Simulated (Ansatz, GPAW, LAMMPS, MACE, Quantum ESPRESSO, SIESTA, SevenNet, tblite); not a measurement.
# Liquid (Cs,Li,Na)Cl at 1300 K (98 atoms) in other programs, against a plane-wave reference

Wanted: errors and costs of other methods on liquid (Cs,Li,Na)Cl at 1300 K (98 atoms). A plane-wave run serves as the reference.

Calculated with Ansatz 0.2.0; Kohn-Sham DFT, PBE, PAW, plane waves.

## 1. Starting point

The cell holds 98 atoms: 15 Cs, 21 Li, 13 Na and 49 Cl. Its edges and angles: a = 15.265 Å, b = 15.265 Å, c = 15.265 Å, α = 90.0°, β = 90.0°, γ = 90.0°. 98 atoms (15 Cs, 21 Li, 13 Na, 49 Cl) placed at random at 1.95 g/cm³, melted at 1800 K for 10 ps at fixed volume with the Lennard-Jones and Coulomb ion parameters for SPC/E (Joung and Cheatham, J. Phys. Chem. B 112, 9020 (2008)), full charges. Snapshot at the end of a hold of 20 ps at 1300 K and fixed volume.

## 2. Plane-wave reference

The PAW files are the set soft_2.

input.yaml

```yaml
crystal:
  lattice:
    - [15.2653, 0.0, 0.0]
    - [0.0, 15.2653, 0.0]
    - [0.0, 0.0, 15.2653]
  atoms:
    - { symbol: Cs, position: [0.20668, 0.79617, 0.36045] }
    - { symbol: Cs, position: [0.47479, 0.31831, 0.93055] }
    - { symbol: Cs, position: [0.19892, 0.89015, 0.85611] }
    - { symbol: Cs, position: [0.70428, 0.4335, 0.09806] }
    [... 88 atom lines left out ...]
    - { symbol: Cl, position: [0.92215, 0.28334, 0.95356] }
    - { symbol: Cl, position: [0.03221, 0.51445, 0.97456] }
    - { symbol: Cl, position: [0.5225, 0.53611, 0.98018] }
    - { symbol: Cl, position: [0.57932, 0.18145, 0.30795] }
    - { symbol: Cl, position: [0.588, 0.16324, 0.03769] }
    - { symbol: Cl, position: [0.81098, 0.1023, 0.18476] }
kpoints:
  mp_grid: { grid: [1, 1, 1] }
hamiltonian:
  xc: pbe
scf:
  occupations: { method: fermi_dirac, width: 0.05 }
output:
  forces: true
  eigenvalues: true
  populations: true
  stress: true
```

On the command line:

```console
$ ansatz run input.yaml --threads 4 --pin off --max-ram 8192MiB --backend cpu --events-out ev --progress --plain --runs-dir out
```

What it wrote:

```text
[...]
Pseudopotentials: kind: paw
Pseudopotential: Cs, paw, valence charge 9, recommended cutoff 420 eV (normal), Cs.paw.azcp
Pseudopotential: Li, paw, valence charge 3, recommended cutoff 420 eV (normal), Li.paw.azcp
Pseudopotential: Na, paw, valence charge 9, recommended cutoff 420 eV (normal), Na.paw.azcp
Pseudopotential: Cl, paw, valence charge 7, recommended cutoff 420 eV (normal), Cl.paw.azcp
[...]
Crystal: 98 atoms, lattice volume = 3557.263 Å³
Basis set: ecut = 420 eV, 69599 PW (Γ), exchange–correlation on 216×216×216 points (8 copies of the dense FFT grid, shifted against one another)
Bands: 427, of which v1, the nominal top of the filled ones, is band 329 counted from 1 (328 counted from 0)
Symmetry: 1 space group operations
Space group: P1 (ITA 1), of the structure as read, at distance tolerance 1.5e-4 Å
k-points: 1
[...]
Initial density: superposition of atomic densities (neutral atoms: chi_scale 0, normalization atom), corrected by the library's trained network
Initial wavefunctions: pseudopotential atomic-orbital guess
[...]
SCF iter   1: F=—  HF=-161740.914931 eV  |F-HF|=—  |Δ(HF+E_count)|=         —  Δρ=9.15e-4  dr2=1.22e-1  ethr=1.77e-3  ⟨swp⟩=7.0  Hψ=1857  notcnv=0  defer=71
preconditioner: auto → Resta (q_TF=auto, 2.059 Å⁻¹)  ε∞=2.6  [insulator: Δε(μ)=2.919 eV  Ē_g=10.717 eV  σ=0.050 eV  W_gap=1.00  n_scr=514 (ndim 8)  ℏωp=13.7 eV  f_vac=0.232  D(μ)=0.00/eV (n_scr^D=0)  ε∞_Penn≈2.6]
[...]
SCF iter   7: F=—  HF=-161740.838892 eV  |F-HF|=—  |Δ(HF+E_count)|=   2.02e-6  Δρ=1.78e-6  dr2=2.03e-7  ethr=3.44e-10  ⟨swp⟩=2.0  Hψ=660  notcnv=0  defer=92
SCF iter   8: F=-161740.838892 eV  HF=-161740.838892 eV  |F-HF|=6.11e-10  |Δ(HF+E_count)|=   1.85e-7  Δρ=6.18e-7  dr2=2.09e-8  ethr=1.52e-11  ⟨swp⟩=16.0  Hψ=2682  notcnv=0
SCF 1 converged in 8 iterations: F = -161740.838892 eV  dr2 = 2.09e-8
[...]
SCF converged after 8 iterations
Free energy (F): -161740.838892 eV
Harris-Foulkes:  -161740.838892 eV  (|F-HF|=6.11e-10)
Internal energy: -161740.838892 eV  (E = F + TS)
E sigma→0 (E₀):  -161740.838892 eV
Fermi energy:    1.905440 eV
--- Per-component energies (eV) ---
[...]
Σ components = -161740.838892   (vs F -161740.838892, Δ=0.00e0)
--- Forces (eV/Å), atoms counted from 1 ---
  atom   1  Cs    -1.50765939    -0.37423516     0.71985464
  atom   2  Cs     0.29795434    -0.27038692    -0.01142046
  atom   3  Cs    -0.41123145    -0.46903919    -0.16581907
  atom   4  Cs    -0.13957677     0.01049965    -0.15398564
[...]
atom  98  Cl     0.48021503     0.00450766    -0.32839650
  max |Σ_I F_I| component: 2.49e-5 eV/Å
--- Stress (GPa, compression-positive) ---
       -0.222961      -0.057076      -0.110322
       -0.057076      -0.273678       0.051812
       -0.110322       0.051813      -0.569601
  P = ⅓ Tr σ = -0.3554 GPa (-3.554 kbar)
--- Band table (eV) ---
  k-point 0: bands = ["-51.6237", "-51.5223", "-51.2920", "-51.0802", [... 411 levels ...], "7.1417", "7.1497", "7.1590", "7.2082", "7.2517", "7.2683", "7.3009", "7.3118", "7.3327", "7.3686", "7.3744", "7.3857"]
--- Löwdin populations: 98 sites ---
  site symbol       q [e]
     0     Cs      8.1507
     1     Cs      8.1699
     2     Cs      8.1613
[...]
97     Cl      7.7205
  spilling = 0.004707 (of n_electrons = 658.000000)
```

Elapsed: 57 s, on 4 threads of Arm Neoverse V1, shared host; peak memory 4.3 GiB.

The column dr2 measures how far the density is from self-consistency, as an energy; F and HF (Harris–Foulkes) agree once it is small.

The run gave:

| Item | Value |
| --- | --- |
| free energy | -161740.8389 eV |
| free energy per atom | -1650.4167 eV/atom |
| SCF cycles | 8 |
| pressure | -0.3554 GPa |
| r.m.s. force component | 0.3723 eV/Å |
| longest force | 1.785 eV/Å |
| Fermi energy | 1.905 eV |
| gap (highest filled to lowest empty level) | 2.919 eV |
| spilling of the projection | 0.004707 |

Length of the force by element:

```csv
element,coordination,atoms,mean length of the force (eV/Å),spread,least,most
Cl,all,49,0.633,0.303,0.181,1.78
Cs,all,15,0.697,0.393,0.208,1.71
Li,all,21,0.477,0.192,0.0642,0.790
Na,all,13,0.319,0.100,0.200,0.534
```

Löwdin charges by element (they lack the spilled electrons, 0.032 e an atom on average):

```csv
element,coordination,atoms,mean charge (e),spread,least,most
Cl,all,49,-0.700,0.0161,-0.738,-0.657
Cs,all,15,0.843,0.0096,0.829,0.858
Li,all,21,0.718,0.0146,0.689,0.748
Na,all,13,0.745,0.0179,0.722,0.782
```

The levels nearest the highest filled one (over half full), pooled over k-points and spins:

```csv
level less the highest filled one (eV),occupation
-0.526,2
-0.495,2
-0.407,2
-0.272,2
-0.206,2
0,2
2.92,0
3.51,0
3.61,0
3.75,0
3.83,0
3.91,0
```

The run ends at a pressure of -0.36 GPa, with forces up to 1.8 eV/Å.

## 3. The other programs

The programs:
- GPAW 26.7.0: PAW with atomic orbitals (LCAO), plane waves or a real-space grid of spacing h.
- MACE: machine-learned potential, published weights.
- Quantum ESPRESSO 7.5: plane waves; labels (QE) give functional, pseudopotential set and cutoffs of waves/density.
- SIESTA 5.4.2: numerical atomic orbitals, whose automatically made sets are far from complete, with PseudoDojo norm-conserving potentials that we converted to its format (checked against plane waves on the same files for H, C, O, Si, Ge and Ca alone); labels give functional, basis size, energy shift and mesh cutoff.
- SevenNet: machine-learned potential, published weights.
- tblite 0.8.0: extended tight binding, driven from Python.

All use the same cell and atoms; the electronic-structure runs use the same k-mesh, and an electronic temperature of 580 K (0.05 eV) where levels are smeared.

Differences are against the plane-wave reference, forces as r.m.s. over components; share is that over the reference's r.m.s. force, slope the least-squares factor from reference forces to these. Total energies of different programs have different zeros and aren't compared.

```csv
run,"Δ force, r.m.s. (meV/Å)",share (%),slope,Δ pressure (GPa),Δ gap (eV),cores,CPU time,memory (GiB)
reference,-,-,-,-,-,4,3.7 min,4.3
"GPAW PBE, LCAO dzp, h 0.2 Å",47.0,12.6,1.062,-,-0.130,1,8.8 min,3.2
"GPAW PBE, LCAO dzp, h 0.2 Å, other mixer settings",46.7,12.5,1.064,-,-0.130,2,12 min,3.2
"GPAW PBE, LCAO dzp, h 0.22 Å (coarse)",45.4,12.2,1.065,-,-0.130,1,6.5 min,2.4
"GPAW PBE, LCAO sz(dzp), h 0.2 Å (coarse)",123,33.2,1.067,-,-0.592,1,3 min,2.5
MACE MP-0b2 small potential,93.1,25.0,1.045,-0.257,-,1,7.2 s,0.67
"QE PBE, sssp-1.3.0-efficiency, 45/360 Ry",6.08,1.63,0.991,-0.0223,0.0022,1,36 min,9.1
"SIESTA PBE, DZP, shift 0.01 Ry, mesh 500 Ry",95.1,25.5,1.187,-0.692,-0.432,2,8.6 min,4.1
"SIESTA PBE, DZP, shift 0.02 Ry, mesh 500 Ry",152,40.8,1.270,-2.35,-0.659,2,6.7 min,3.5
"SIESTA PBE, SZP, shift 0.01 Ry, mesh 500 Ry (coarse)",130,35.0,1.256,-0.793,-0.566,2,7.2 min,3.8
"SIESTA PBE, TZP, shift 0.01 Ry, mesh 500 Ry",96.1,25.8,1.188,-0.779,-0.432,4,10 min,4.9
SevenNet 0 potential,71.0,19.1,1.030,0.0556,-,1,7.6 s,0.7
SevenNet l3i5 potential,59.7,16.0,1.016,-0.0473,-,1,9.7 s,0.94
tblite GFN1-xTB,209,56.0,0.573,-2.63,-,1,5.3 s,0.2
```

Rows marked coarse were listed beforehand as settings not expected to be converged; some can still land near the reference.

Times of the machine-learned potentials are mostly Python's start and the loading of weights.

CPU time is summed over cores on a shared host, where runs went side by side, so it is rough. Symmetry, cutoffs, thresholds, outputs and thread counts weren't matched or tuned between programs; memory under MPI is the largest rank's times the ranks.

Mean charges by element (e), by run and scheme:

```csv
run,scheme,Cs,Li,Na,Cl
reference,Löwdin,+0.84,+0.72,+0.74,-0.70
"SIESTA PBE, DZP, shift 0.01 Ry, mesh 500 Ry",Hirshfeld,+0.38,+0.12,+0.30,-0.25
"SIESTA PBE, DZP, shift 0.02 Ry, mesh 500 Ry",Hirshfeld,+0.37,+0.07,+0.27,-0.21
"SIESTA PBE, TZP, shift 0.01 Ry, mesh 500 Ry",Hirshfeld,+0.39,+0.12,+0.30,-0.25
tblite GFN1-xTB,Mulliken,+0.78,+0.46,+0.74,-0.63
```

The reference's Löwdin charges lack the electrons that the projection spills, 0.032 e an atom on average.

Within one program, basis, potentials and functional, energies share a zero. Each run against its twin at the usual cutoff or grid and solver:

```csv
run,twin,Δ energy (meV/atom),"Δ force, r.m.s. (meV/Å)",CPU time over the twin's
"GPAW PBE, LCAO dzp, h 0.2 Å, other mixer settings","LCAO dzp, h 0.2 Å",0,1.99,1.3 (this twin ran on 1 cores)
"GPAW PBE, LCAO dzp, h 0.22 Å","LCAO dzp, h 0.2 Å",31.7,21.0,0.74
```

## 4. Outcome

```json
{
  "reference r.m.s. force component": "0.372 eV/Å",
  "nearest in forces": "QE PBE, sssp-1.3.0-efficiency, 45/360 Ry, 1.6 %",
  "farthest in forces": "tblite GFN1-xTB, 56 %",
  "cheapest electronic-structure run beside the reference": "tblite GFN1-xTB, 5.3 s of CPU time"
}
```

**Reading.** PBE on plane waves or a grid with other potentials, cutoffs or grids, coarse settings apart, differs from the reference by 1.6 % (QE PBE, sssp-1.3.0-efficiency, 45/360 Ry) of the r.m.s. force; this holds the reference's own error, so differences of a few per cent don't tell which side is nearer the exact PBE result (QE's 45 Ry are 612 eV, against the reference's 420 eV). The PBE runs in local orbitals, coarse settings apart, differ by 13 % (GPAW PBE, LCAO dzp, h 0.2 Å, other mixer settings) to 41 % (SIESTA PBE, DZP, shift 0.02 Ry, mesh 500 Ry); basis, grid and potentials can all enter. Tight binding differs by 56 % (tblite GFN1-xTB); it is another model, with fitted parameters of its own, and the xTB methods hold dispersion. Machine-learned potentials differ by 16 % (SevenNet l3i5 potential) to 25 % (MACE MP-0b2 small potential); they were trained on other programs' data. Runs with settings chosen to be coarse differ by 12 % (GPAW PBE, LCAO dzp, h 0.22 Å) to 35 % (SIESTA PBE, SZP, shift 0.01 Ry, mesh 500 Ry), their programs' other errors included. One electronic-structure run takes under half the reference's CPU time: tblite GFN1-xTB, at 56 % in 5.3 s against 3.7 min; its pressure misses by -2.6 GPa. SIESTA PBE, DZP, shift 0.02 Ry, mesh 500 Ry stiffens the forces by a factor of 1.27 while following their directions (correlation 0.972); the slopes of the 4 SIESTA runs lie between 1.19 and 1.27. At the same functional, gaps differ from the reference's 2.92 eV by between -0.66 and +0.00 eV. In pressure, SIESTA PBE, DZP, shift 0.02 Ry, mesh 500 Ry misses by -2.4 GPa, at the same functional. Charges hang on model, scheme and program or settings: among these rows the mean for Li runs from +0.07 to +0.72 e. In the reference: filled and empty levels are parted by 2.92 eV (at Γ alone); a semilocal functional tends to put such gaps too low. In a disordered cell it changes from sample to sample and from frame to frame. In the reference: mean Löwdin charges: Cl -0.70, Cs +0.84, Li +0.72, Na +0.74 e (they miss 0.47 % of the electrons, so they add up to more than the cell's charge). Periodic xTB results under one method name differ between programs and library versions. The potentials hold different valence shells: 658 electrons in the reference, 590 in GPAW; this bears on time and differences. The frame stands for 1300 K, but pressures are static and levels are smeared at 580 K. The network of bonds at the start is that of the classical potential that made the cell, and needn't be the one that DFT or experiment would give. The ion parameters were fitted for water, not for melts, so the starting structure of this cell may lie well off the real melt's. The electronic-structure runs sample only Γ, in a cell whose shortest periodic width is 15 Å. Spin–orbit coupling is left out, which matters for the levels of the heavy elements.

[Also dropped from logs without a mark: logging warnings of Python, and SIESTA's first energy breakdown and zero terms.]

[Logs are printed without paths, hosts, clocks, repeated set-up lines and the standing remarks that a program may print on its own settings, such as how far it seeks lower states.]

[Hosts, paths, dates, database ids (printed as entryN), source tags and the programs' standing remarks are cut or masked in the printed files.]
